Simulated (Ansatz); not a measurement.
# CsNbS3 (model cell, started as cubic perovskite with Nb in the octahedra): from the cell to its phonons

Task: relax CsNbS3 (model cell, started as cubic perovskite with Nb in the octahedra), then find its harmonic phonons.

Program: Ansatz 0.2.0. Level of theory: DFT PBEsol, scalar-relativistic, plane waves, PAW; PAW set soft_1. Results are calculated unless marked as measured.

The structure was built from a prototype and need not be the compound's stable phase.

## Step 1: Set-up

It takes space group Pm-3m (No. 221, cubic). The conventional cell has a = 4.861 Å, b = 4.861 Å, c = 4.861 Å, α = 90.00°, β = 90.00°, γ = 90.00°. Nearest to Cs lie 12 S at 3.44 Å. Nb has 6 S at 2.43 Å nearest. S has 2 Nb at 2.43 Å and 4 Cs at 3.44 Å nearest. Farther neighbours and most contacts between anions are not listed.

Coordinates:

```cif
data_structure
_symmetry_space_group_name_H-M 'P 1'
_symmetry_Int_Tables_number 1
_cell_length_a 4.8608
_cell_length_b 4.8608
_cell_length_c 4.8608
_cell_angle_alpha 90.000
_cell_angle_beta 90.000
_cell_angle_gamma 90.000
_cell_volume 114.85
loop_
_atom_site_label
_atom_site_type_symbol
_atom_site_fract_x
_atom_site_fract_y
_atom_site_fract_z
_atom_site_occupancy
Cs1 Cs 0.00000 0.00000 0.00000 1
Nb2 Nb 0.50000 0.50000 0.50000 1
S3 S 0.50000 0.50000 0.00000 1
S4 S 0.50000 0.00000 0.50000 1
S5 S 0.00000 0.50000 0.50000 1
```

## Step 2: Bringing the structure to rest

The cell and atoms are relaxed, since residual forces and stress would shift the frequencies.

Contents of input.yaml:

```yaml
crystal:
  lattice:
    - [4.8608, 0.0, 0.0]
    - [0.0, 4.8608, 0.0]
    - [0.0, 0.0, 4.8608]
  atoms:
    - { symbol: Cs, position: [0.0, 0.0, 0.0] }
    - { symbol: Nb, position: [0.5, 0.5, 0.5] }
    - { symbol: S, position: [0.5, 0.5, 0.0] }
    - { symbol: S, position: [0.5, 0.0, 0.5] }
    - { symbol: S, position: [0.0, 0.5, 0.5] }
kpoints:
  mp_grid: { grid: [8, 8, 8] }
hamiltonian:
  xc: pbesol
  pseudopotentials: { kind: paw, azcp: { folder: soft_1 }, xc_functional: pbe }
scf:
  occupations: { method: gaussian, width: 0.1 }
output:
  forces: true
  stress: true
  eigenvalues: true
relax:
  adjacent_minimum: "off"
  f_tol: 0.005
  max_steps: 80
  cell: { stress_tol: 0.05 }
```

On the command line:

```
ansatz run input.yaml --threads 4 --pin off --max-ram 16384MiB --backend cpu --events-out ev --progress --plain --runs-dir out
```

Numbers of over 12 decimals in the logs are rounded to 6 here.

Log:

```text
Engine: ansatz 0.2.0, aarch64-unknown-linux-gnu
Pseudopotentials: kind: paw
Pseudopotential: Cs, paw, valence charge 9, recommended cutoff 420 eV (normal), soft_1/Cs.paw.azcp
Pseudopotential: Nb, paw, valence charge 13, recommended cutoff 420 eV (normal), soft_1/Nb.paw.azcp
Pseudopotential: S, paw, valence charge 6, recommended cutoff 420 eV (normal), soft_1/S.paw.azcp
Functional definition: PBEsol
  exchange = pbesol_x
  correlation = pbesol_c
Crystal: 5 atoms, lattice volume = 114.848 Å³
Basis set: ecut = 420 eV, 2205 PW (Γ), exchange–correlation on 72×72×72 points (8 copies of the dense FFT grid, shifted against one another)
Bands: 25, of which v1, the nominal top of the filled ones, is band 20 counted from 1 (19 counted from 0)
Symmetry: 48 space group operations
Space group: Pm-3m (ITA 221), of the structure as read, at distance tolerance 4.9e-5 Å
k-points: 35 of 512
Non-local potential: Cs, projectors of the file, l = 0: 3, l = 1: 2, l = 2: 2, l = 3: 2
Non-local potential: Nb, projectors of the file, l = 0: 3, l = 1: 2, l = 2: 2, l = 3: 1
Non-local potential: S, projectors of the file, l = 0: 2, l = 1: 2, l = 2: 1
PAW form: soft (Blöchl's): semilocal exchange-correlation on the pseudo side does not see the compensation charge
PAW frozen core: Cs, regenerated for the run's functional, and the local potential with it (the file was generated under x = pbe(κ = 0.804, μ = 0.219515), c = pbe(β = 0.066725))
PAW frozen core: Nb, regenerated for the run's functional, and the local potential with it (the file was generated under x = pbe(κ = 0.804, μ = 0.219515), c = pbe(β = 0.066725))
PAW frozen core: S, regenerated for the run's functional, and the local potential with it (the file was generated under x = pbe(κ = 0.804, μ = 0.219515), c = pbe(β = 0.066725))
PAW one-centre angular grid: Cs, 194 points (default); XC on 64 Gauss nodes
PAW one-centre angular grid: Nb, 590 points (default); XC on 64 Gauss nodes
PAW one-centre angular grid: S, 110 points (default); XC on 64 Gauss nodes
Initial density: superposition of atomic densities (chi_scale 0.1, normalization cell, long waves kept (reshape's long-wave potential 0.00 eV rms))
Initial wavefunctions: pseudopotential atomic-orbital guess
Functional: x = pbesol(κ = 0.804, μ = 0.123457), c = pbesol(β = 0.046)
SCF iter   1: F=—  HF=-12743.029041 eV  |F-HF|=—  |Δ(HF+E_count)|=         —  Δρ=5.64e-2  dr2=8.17e0  ethr=3.10e-3  ⟨swp⟩=6.9  Hψ=4710  notcnv=0
preconditioner: auto → Resta (q_TF=auto, 2.288 Å⁻¹)  ε∞=5.5  [insulator: Δε(μ)=0.443 eV  Ē_g=8.989 eV  σ=0.100 eV  W_gap=1.00  n_scr=26 (ndim 8)  ℏωp=19.0 eV  f_vac=0.001  D(μ)=0.00/eV (n_scr^D=0)  ε∞_Penn≈5.5]
SCF iter   2: F=—  HF=-12741.402154 eV  |F-HF|=—  |Δ(HF+E_count)|=    1.63e0  Δρ=2.43e-2  dr2=9.21e-1  ethr=3.10e-3  ⟨swp⟩=3.1  Hψ=2153  notcnv=0  defer=31
preconditioner: auto → Kerker (q_TF=auto, 2.288 Å⁻¹)  [metal: Δε(μ)=0.008 eV  Ē_g=7.856 eV  σ=0.100 eV  W_gap=0.05  n_scr=26 (ndim 8)  ℏωp=19.0 eV  f_vac=0.001  D(μ)=4.02/eV (n_scr^D=26)]
SCF iter   3: F=—  HF=-12741.254046 eV  |F-HF|=—  |Δ(HF+E_count)|=   1.48e-1  Δρ=1.25e-2  dr2=2.59e-1  ethr=2.30e-3  ⟨swp⟩=2.2  Hψ=1246  notcnv=0  defer=24
SCF iter   4: F=—  HF=-12741.172258 eV  |F-HF|=—  |Δ(HF+E_count)|=   8.18e-2  Δρ=6.20e-3  dr2=9.68e-2  ethr=6.48e-4  ⟨swp⟩=2.3  Hψ=1481  notcnv=0  defer=23
SCF iter   5: F=—  HF=-12741.164000 eV  |F-HF|=—  |Δ(HF+E_count)|=   8.26e-3  Δρ=4.70e-3  dr2=6.53e-2  ethr=2.42e-4  ⟨swp⟩=2.2  Hψ=1578  notcnv=0  defer=22
SCF iter   6: F=—  HF=-12741.156949 eV  |F-HF|=—  |Δ(HF+E_count)|=   7.05e-3  Δρ=2.68e-3  dr2=2.08e-2  ethr=1.63e-4  ⟨swp⟩=1.0  Hψ=887  notcnv=0  defer=22
SCF iter   7: F=—  HF=-12741.154079 eV  |F-HF|=—  |Δ(HF+E_count)|=   2.87e-3  Δρ=9.19e-4  dr2=2.41e-3  ethr=5.19e-5  ⟨swp⟩=1.1  Hψ=860  notcnv=0  defer=22
SCF iter   8: F=—  HF=-12741.153759 eV  |F-HF|=—  |Δ(HF+E_count)|=   3.20e-4  Δρ=1.03e-4  dr2=2.68e-5  ethr=6.03e-6  ⟨swp⟩=1.7  Hψ=962  notcnv=0  defer=22
SCF iter   9: F=—  HF=-12741.153743 eV  |F-HF|=—  |Δ(HF+E_count)|=   1.64e-5  Δρ=2.22e-5  dr2=9.85e-7  ethr=6.69e-8  ⟨swp⟩=2.7  Hψ=1510  notcnv=0  defer=22
SCF iter  10: F=—  HF=-12741.153743 eV  |F-HF|=—  |Δ(HF+E_count)|=   2.89e-8  Δρ=6.19e-6  dr2=1.22e-7  ethr=2.46e-9  ⟨swp⟩=2.5  Hψ=1442  notcnv=0  defer=22
SCF iter  11: F=-12741.153743 eV  HF=-12741.153743 eV  |F-HF|=9.31e-9  |Δ(HF+E_count)|=   7.97e-9  Δρ=2.21e-6  dr2=1.74e-8  ethr=2.50e-10  ⟨swp⟩=10.2  Hψ=4183  notcnv=0
SCF 1 converged in 11 iterations: F = -12741.153743 eV  dr2 = 1.74e-8
  greatest PAW one-centre occupation: 0.998 electrons in one spin orbital (limit 2), on the Nb atom at site 1 (counted from 0), in its partial waves of l = 0
relax step   1: F+E_penalty+E_count = -12741.15374275 eV  Δ(F+E_penalty+E_count) = +0.000e0 eV  max|allowed force component| = 4.191e-29 eV/Å  Δτ_max = 0.0000 Å  P = +0.583 GPa  Ω = 114.848 Å³  (11 SCF iters, dr2 threshold 1.00e-7 eV, accepted)
Crystal: 5 atoms, lattice volume = 115.811 Å³
Basis set: ecut = 420 eV, 2301 PW (Γ), exchange–correlation on 72×72×72 points (8 copies of the dense FFT grid, shifted against one another)
Initial density: handed on by an earlier stage of this run
Initial wavefunctions: those handed on with the density
iter 1 solved again at ethr=3.92e-7 eV; its pass at ethr=3.10e-3 eV (dr2=1.57e-4 eV) is discarded
SCF iter   1: F=—  HF=-12741.155093 eV  |F-HF|=—  |Δ(HF+E_count)|=         —  Δρ=3.56e-4  dr2=1.29e-4  ethr=3.92e-7  ⟨swp⟩=3.2  Hψ=5092  notcnv=0
preconditioner: auto → Kerker (q_TF=auto, 2.285 Å⁻¹)  [metal: Δε(μ)=0.092 eV  Ē_g=7.774 eV  σ=0.100 eV  W_gap=0.48  n_scr=26 (ndim 8)  ℏωp=18.9 eV  f_vac=0.001  D(μ)=1.77/eV (n_scr^D=6)]
SCF iter   2: F=—  HF=-12741.155045 eV  |F-HF|=—  |Δ(HF+E_count)|=   4.77e-5  Δρ=1.98e-4  dr2=4.14e-5  ethr=3.23e-7  ⟨swp⟩=1.0  Hψ=875  notcnv=0
SCF iter   3: F=—  HF=-12741.155036 eV  |F-HF|=—  |Δ(HF+E_count)|=   9.25e-6  Δρ=3.57e-5  dr2=2.15e-6  ethr=1.03e-7  ⟨swp⟩=2.3  Hψ=1456  notcnv=0
iter 4 did not close the SCF: its close was put off for the readings that it lacked (scf_convergence_deferred on its scf_iter line)
SCF iter   4: F=-12741.155036 eV  HF=-12741.155036 eV  |F-HF|=3.73e-9  |Δ(HF+E_count)|=   3.70e-7  Δρ=8.70e-6  dr2=1.99e-7  ethr=5.39e-9  ⟨swp⟩=2.6  Hψ=1520  notcnv=0
iter 5 did not close the SCF: its close was put off for the readings that it lacked (scf_convergence_deferred on its scf_iter line)
SCF iter   5: F=-12741.155036 eV  HF=-12741.155036 eV  |F-HF|=1.22e-9  |Δ(HF+E_count)|=   5.42e-8  Δρ=3.34e-6  dr2=2.94e-8  ethr=4.98e-10  ⟨swp⟩=2.5  Hψ=1410  notcnv=0
SCF iter   6: F=-12741.155036 eV  HF=-12741.155036 eV  |F-HF|=7.06e-10  |Δ(HF+E_count)|=   9.43e-9  Δρ=6.61e-7  dr2=1.20e-9  ethr=7.35e-11  ⟨swp⟩=2.5  Hψ=2827  notcnv=0
SCF 2 converged in 6 iterations: F = -12741.155036 eV  dr2 = 1.20e-9
relax step   2: F+E_penalty+E_count = -12741.15503631 eV  Δ(F+E_penalty+E_count) = -1.294e-3 eV  max|allowed force component| = 2.799e-29 eV/Å  Δτ_max = 0.0000 Å  P = -0.119 GPa  Ω = 115.811 Å³  energy of the carried Pulay correction = -8.274e-5 eV  (6 SCF iters, dr2 threshold 5.00e-7 eV, accepted)
Crystal: 5 atoms, lattice volume = 115.646 Å³
iter 1 solved again at ethr=1.02e-8 eV; its pass at ethr=3.10e-3 eV (dr2=4.06e-6 eV) is discarded
SCF iter   1: F=—  HF=-12741.155137 eV  |F-HF|=—  |Δ(HF+E_count)|=         —  Δρ=6.03e-5  dr2=3.53e-6  ethr=1.02e-8  ⟨swp⟩=3.3  Hψ=5038  notcnv=0
preconditioner: auto → Kerker (q_TF=auto, 2.286 Å⁻¹)  [metal: Δε(μ)=0.092 eV  Ē_g=7.779 eV  σ=0.100 eV  W_gap=0.48  n_scr=26 (ndim 8)  ℏωp=18.9 eV  f_vac=0.001  D(μ)=1.80/eV (n_scr^D=6)]
SCF iter   2: F=—  HF=-12741.155113 eV  |F-HF|=—  |Δ(HF+E_count)|=   2.47e-5  Δρ=3.35e-5  dr2=1.14e-6  ethr=8.82e-9  ⟨swp⟩=1.0  Hψ=875  notcnv=0
SCF iter   3: F=—  HF=-12741.155112 eV  |F-HF|=—  |Δ(HF+E_count)|=   2.56e-7  Δρ=5.98e-6  dr2=5.89e-8  ethr=2.85e-9  ⟨swp⟩=2.4  Hψ=1489  notcnv=0
iter 4 did not close the SCF: its close was put off for the readings that it lacked (scf_convergence_deferred on its scf_iter line)
SCF iter   4: F=-12741.155112 eV  HF=-12741.155112 eV  |F-HF|=4.51e-10  |Δ(HF+E_count)|=   1.06e-8  Δρ=1.36e-6  dr2=4.76e-9  ethr=1.47e-10  ⟨swp⟩=2.7  Hψ=1533  notcnv=0
iter 5 did not close the SCF: its close was put off for the readings that it lacked (scf_convergence_deferred on its scf_iter line)
SCF iter   5: F=-12741.155112 eV  HF=-12741.155112 eV  |F-HF|=9.46e-11  |Δ(HF+E_count)|=   1.55e-9  Δρ=5.42e-7  dr2=7.90e-10  ethr=1.19e-11  ⟨swp⟩=2.6  Hψ=1418  notcnv=0
SCF iter   6: F=-12741.155112 eV  HF=-12741.155112 eV  |F-HF|=1.82e-11  |Δ(HF+E_count)|=  3.26e-10  Δρ=9.70e-8  dr2=2.77e-11  ethr=1.97e-12  ⟨swp⟩=1.7  Hψ=2452  notcnv=0
SCF 3 converged in 6 iterations: F = -12741.155112 eV  dr2 = 2.77e-11
relax step   3: F+E_penalty+E_count = -12741.15511248 eV  Δ(F+E_penalty+E_count) = -7.617e-5 eV  max|allowed force component| = 1.210e-30 eV/Å  Δτ_max = 0.0000 Å  P = -0.002 GPa  Ω = 115.646 Å³  energy of the carried Pulay correction = -6.865e-5 eV  (6 SCF iters, dr2 threshold 3.55e-8 eV, accepted)
Initial wavefunctions: pseudopotential atomic-orbital guess (no wavefunctions were taken with the density)
iter 1 solved again at ethr=1.34e-6 eV; its pass at ethr=3.10e-3 eV (dr2=5.38e-4 eV) is discarded
SCF iter   1: F=—  HF=-12741.155203 eV  |F-HF|=—  |Δ(HF+E_count)|=         —  Δρ=2.26e-5  dr2=2.15e-8  ethr=1.34e-6  ⟨swp⟩=3.1  Hψ=6997  notcnv=0
eigensolver tolerance schedule: the retry pair's looser diagonalisation over-reported the residual by 25023.47 of it (diagonalisation noise at an unbounded share of the residual, at the tolerance the schedule requests for it); recorded, not acted on — ethr = c·dr2/N_el stays at c = 1.0e-1
preconditioner: auto → Kerker (q_TF=auto, 2.286 Å⁻¹)  [metal: Δε(μ)=0.092 eV  Ē_g=7.779 eV  σ=0.100 eV  W_gap=0.48  n_scr=26 (ndim 8)  ℏωp=18.9 eV  f_vac=0.001  D(μ)=1.79/eV (n_scr^D=6)]
SCF iter   2: F=—  HF=-12741.155181 eV  |F-HF|=—  |Δ(HF+E_count)|=   2.18e-5  Δρ=1.12e-5  dr2=4.30e-9  ethr=5.37e-11  ⟨swp⟩=4.1  Hψ=2445  notcnv=0
SCF iter   3: F=—  HF=-12741.155182 eV  |F-HF|=—  |Δ(HF+E_count)|=   7.02e-7  Δρ=3.61e-6  dr2=4.34e-10  ethr=1.07e-11  ⟨swp⟩=2.4  Hψ=1605  notcnv=0
iter 4 did not close the SCF: its close was put off for the readings that it lacked (scf_convergence_deferred on its scf_iter line)
SCF iter   4: F=-12741.155182 eV  HF=-12741.155182 eV  |F-HF|=1.82e-12  |Δ(HF+E_count)|=   8.06e-8  Δρ=1.19e-7  dr2=5.79e-12  ethr=1.09e-12  ⟨swp⟩=2.1  Hψ=1395  notcnv=0
iter 5 did not close the SCF: its close was put off for the readings that it lacked (scf_convergence_deferred on its scf_iter line)
SCF iter   5: F=-12741.155182 eV  HF=-12741.155182 eV  |F-HF|=0.00e0  |Δ(HF+E_count)|=  1.82e-12  Δρ=2.82e-8  dr2=6.40e-13  ethr=1.00e-12  ⟨swp⟩=1.0  Hψ=875  notcnv=0
iter 6 did not close the SCF: its close was put off for the readings that it lacked (scf_convergence_deferred on its scf_iter line)
SCF iter   6: F=-12741.155182 eV  HF=-12741.155182 eV  |F-HF|=3.64e-12  |Δ(HF+E_count)|=  3.64e-12  Δρ=4.54e-9  dr2=3.12e-14  ethr=1.00e-12  ⟨swp⟩=1.0  Hψ=875  notcnv=0
iter 7 did not close the SCF: its close was put off for the readings that it lacked (scf_convergence_deferred on its scf_iter line)
SCF iter   7: F=-12741.155182 eV  HF=-12741.155182 eV  |F-HF|=0.00e0  |Δ(HF+E_count)|=  7.28e-12  Δρ=1.03e-9  dr2=2.84e-15  ethr=1.00e-12  ⟨swp⟩=1.0  Hψ=875  notcnv=0
SCF iter   8: F=-12741.155182 eV  HF=-12741.155182 eV  |F-HF|=0.00e0  |Δ(HF+E_count)|=  1.82e-12  Δρ=3.35e-10  dr2=1.31e-16  ethr=1.00e-12  ⟨swp⟩=2.4  Hψ=2293  notcnv=0
SCF 4 converged in 8 iterations: F = -12741.155182 eV  dr2 = 1.31e-16
relax step   4: F+E_penalty+E_count = -12741.15518216 eV  Δ(F+E_penalty+E_count) = -6.968e-5 eV  max|allowed force component| = 7.258e-30 eV/Å  Δτ_max = 0.0000 Å  P = -0.001 GPa  Ω = 115.646 Å³  stress off target by 1.49e-3 GPa  SCF on the basis re-selected at this cell (its energy is not comparable with the rows above)  (8 SCF iters)
basis re-selected at this cell: Δ(F+E_penalty+E_count) = -6.968e-5 eV, ΔP = +0.000 GPa vs the last step (what re-selecting the basis moved, of the pressure what is left beyond the Pulay correction that the steps carried, after the strain that the cell walked since its last selection, with what the two solves' SCF thresholds leave and, on support functions, any second-order correction that the steps lacked; it is no m [...]
SCF converged after 8 iterations
Free energy (F): -12741.155182 eV
Harris-Foulkes:  -12741.155182 eV  (|F-HF|=0.00e0)
Internal energy: -12741.146215 eV  (E = F + TS)
E sigma→0 (E₀):  -12741.150698 eV
Entropy (-TS):   -0.008968 eV (-1.794 meV/atom)
Fermi energy:    7.902126 eV
--- Per-component energies (eV) ---
  E_band       = -187.661130
  E_kinetic    = 834.137444
  E_local      = -1699.128374  (includes V_loc(G=0)·N_el)
  E_nonlocal   = 221.420698
  E_hartree    = 598.590961
  E_xc         = -607.853965
  E_vxc        = -586.805534  (∫ρ·V_xc dr)
  E_paw        = -9779.256421  (= ΣΔE_a)
  E_vpaw       = -154.467320  (= ΣTr[D̂ρ^β])
  E_aug_tail   = 0.000035  (compensation charges beyond the density's cutoff)
  E_ewald      = -2309.575314
  E_core_change = 0.518722  (= ΣΔE_core)
  E_smearing   = -0.008968  (= −TS)
  E_closure    = -0.000000  (closes the sum)
  Σ components = -12741.155182   (vs F -12741.155182, Δ=0.00e0)
--- Forces (eV/Å), atoms counted from 1 ---
  atom   1  Cs    -0.00000000     0.00000000     0.00000000
  atom   2  Nb     0.00000000     0.00000000    -0.00000000
  atom   3  S      0.00000000     0.00000000     0.00000000
  atom   4  S     -0.00000000    -0.00000000    -0.00000000
  atom   5  S      0.00000000    -0.00000000    -0.00000000
  max |Σ_I F_I| component: 5.78e-30 eV/Å
--- Stress (GPa, compression-positive) ---
       -0.001489      -0.000000       0.000000
       -0.000000      -0.001489       0.000000
        0.000000       0.000000      -0.001489
  P = ⅓ Tr σ = -0.0015 GPa (-0.015 kbar)
--- Band table (eV; the first three rows and the last of 35) ---
  k-point 0: bands = [... 16 lower, 6.6768, 7.2157, 7.2157, 7.2157, 7.6543, 7.6543, 7.6543, 9.3107, ... 1 higher]
  k-point 1: bands = [... 16 lower, 6.5711, 7.1198, 7.2264, 7.2995, 7.2995, 8.0759, 8.0759, 9.3255, ... 1 higher]
  k-point 2: bands = [... 16 lower, 6.3415, 6.4022, 7.2187, 7.2187, 7.2524, 8.8809, 8.8809, 9.3524, ... 1 higher]
  k-point 34: bands = [... 16 lower, 4.6877, 8.0176, 8.0176, 8.0176, 10.4741, 10.4741, 10.4741, 13.2119, ... 1 higher]
--- Relaxed structure (3 steps of the walk, 3 accepted, 1 SCFs on fresh bases) ---
  F+E_penalty+E_count = -12741.15518216 eV   max|allowed force component| = 7.258e-30 eV/Å   (the final SCF, on the basis selected at the relaxed cell)
  cell:  # Å, volume = 115.6464 Å³
    - [4.872039, 0, 0.0]
    - [0, 4.872039, 0.0]
    - [0.0, 0.0, 4.872039]
  atoms:
    - { symbol: Cs, position: [0, 0, 0] }
    - { symbol: Nb, position: [0.5, 0.5, 0.5] }
    - { symbol: S, position: [0.5, 0.5, 0] }
    - { symbol: S, position: [0.5, 0, 0.5] }
    - { symbol: S, position: [0, 0.5, 0.5] }
```

Elapsed: 6.9 s, on 4 threads of Arm Neoverse V2, shared host; peak memory 0.47 GiB.

Relaxation path:

```tsv
step	energy less that of the first step (eV)	largest force component (eV/Å)	pressure (GPa)	volume (Å³)
1	0.0000	0.0000	0.58	114.85
2	-0.0013	0.0000	-0.12	115.81
3	-0.0014	0.0000	0.00	115.65
4*	-0.0014	0.0000	0.00	115.65
```

Relaxation steps marked * repeat the geometry before them on a plane-wave basis chosen anew for their cell, so energy and pressure can jump there.

The run keeps the 48 symmetry operations that it works with, so distortions that break them were not tested.

```tsv
conventional cell, symmetrised	before	after	change
a (Å)	4.861	4.872	+0.2 %
b (Å)	4.861	4.872	+0.2 %
c (Å)	4.861	4.872	+0.2 %
volume (Å³/atom)	22.97	23.13	+0.7 %
```

Final coordinates:

```xyz
5
Lattice="4.8720 0.0000 0.0000 0.0000 4.8720 0.0000 0.0000 0.0000 4.8720" Properties=species:S:1:pos:R:3 pbc="T T T"
Cs    0.0000    0.0000    0.0000
Nb    2.4360    2.4360    2.4360
S     2.4360    2.4360    0.0000
S     2.4360    0.0000    2.4360
S     0.0000    2.4360    2.4360
```

Numbers from this step:

```
pressure          : -0.001489 GPa
volume per atom   : 23.13 Å³
gap on the k-mesh : 0 eV
```

In this step the volume went from 22.97 to 23.13 Å³/atom.

## Step 3: Tight relaxation

Phonons need a cell at rest on their own settings, so the relaxation is repeated with tight tolerances on forces and stress, using the mesh and the filling of the phonon run that follows.

input.yaml, the sections that differ from step 2:

```yaml
crystal:
  lattice:
    - [4.8720385137, 0.0, 0.0]
    - [0.0, 4.8720385137, 0.0]
    - [0.0, 0.0, 4.8720385137]
  atoms:
    - { symbol: Cs, position: [0.0, 0.0, 0.0] }
    - { symbol: Nb, position: [0.5, 0.5, 0.5] }
    - { symbol: S, position: [0.5, 0.5, 0.0] }
    - { symbol: S, position: [0.5, 0.0, 0.5] }
    - { symbol: S, position: [0.0, 0.5, 0.5] }
scf:
  occupations: { method: methfessel_paxton, width: 0.2 }
relax:
  adjacent_minimum: "off"
  f_tol: 0.001
  max_steps: 60
  cell: { stress_tol: 0.01 }
# kpoints, hamiltonian, output: as in step 2
```

Log:

```text
[...]
Crystal: 5 atoms, lattice volume = 115.646 Å³
Basis set: ecut = 420 eV, 2301 PW (Γ), exchange–correlation on 72×72×72 points (8 copies of the dense FFT grid, shifted against one another)
Bands: 25, of which v1, the nominal top of the filled ones, is band 20 counted from 1 (19 counted from 0)
Symmetry: 48 space group operations
[...]
k-points: 35 of 512
[...]
--- Relaxed structure (1 steps of the walk, 1 accepted, 1 SCFs on fresh bases) ---
[...]
cell:  # Å, volume = 115.6464 Å³
    - [4.8720385137, 0.0, 0.0]
    - [0.0, 4.8720385137, 0.0]
    - [0.0, 0.0, 4.8720385137]
  atoms:
    - { symbol: Cs, position: [0.0, 0.0, 0.0] }
    - { symbol: Nb, position: [0.5, 0.5, 0.5] }
    - { symbol: S, position: [0.5, 0.5, 0.0] }
    - { symbol: S, position: [0.5, 0.0, 0.5] }
    - { symbol: S, position: [0.0, 0.5, 0.5] }
[key lines of the parts left out:]
SCF converged after 6 iterations
Free energy (F): -12741.149165 eV
Fermi energy:    7.901287 eV
P = ⅓ Tr σ = -0.0074 GPa (-0.074 kbar)
```

The job ended after 3.8 s (4 threads; peak memory 0.47 GiB).

Little changed from the start: no atom moved by 0.005 Å and no cell edge by 0.1 %.

Numbers from this step:

```yaml
pressure: -0.007437 GPa
```

The forces vanish by symmetry and the pressure is -0.007 GPa, within the tolerances set. The cell now holds 23.13 Å³/atom.

(Part 1 of 2 ends here.)

[Logs are printed without paths, hosts, clocks, repeated set-up lines and the standing remarks that a program may print on its own settings, such as how far it seeks lower states.]

[Hosts, paths, dates, database ids (printed as entryN), source tags and the programs' standing remarks are cut or masked in the printed files.]
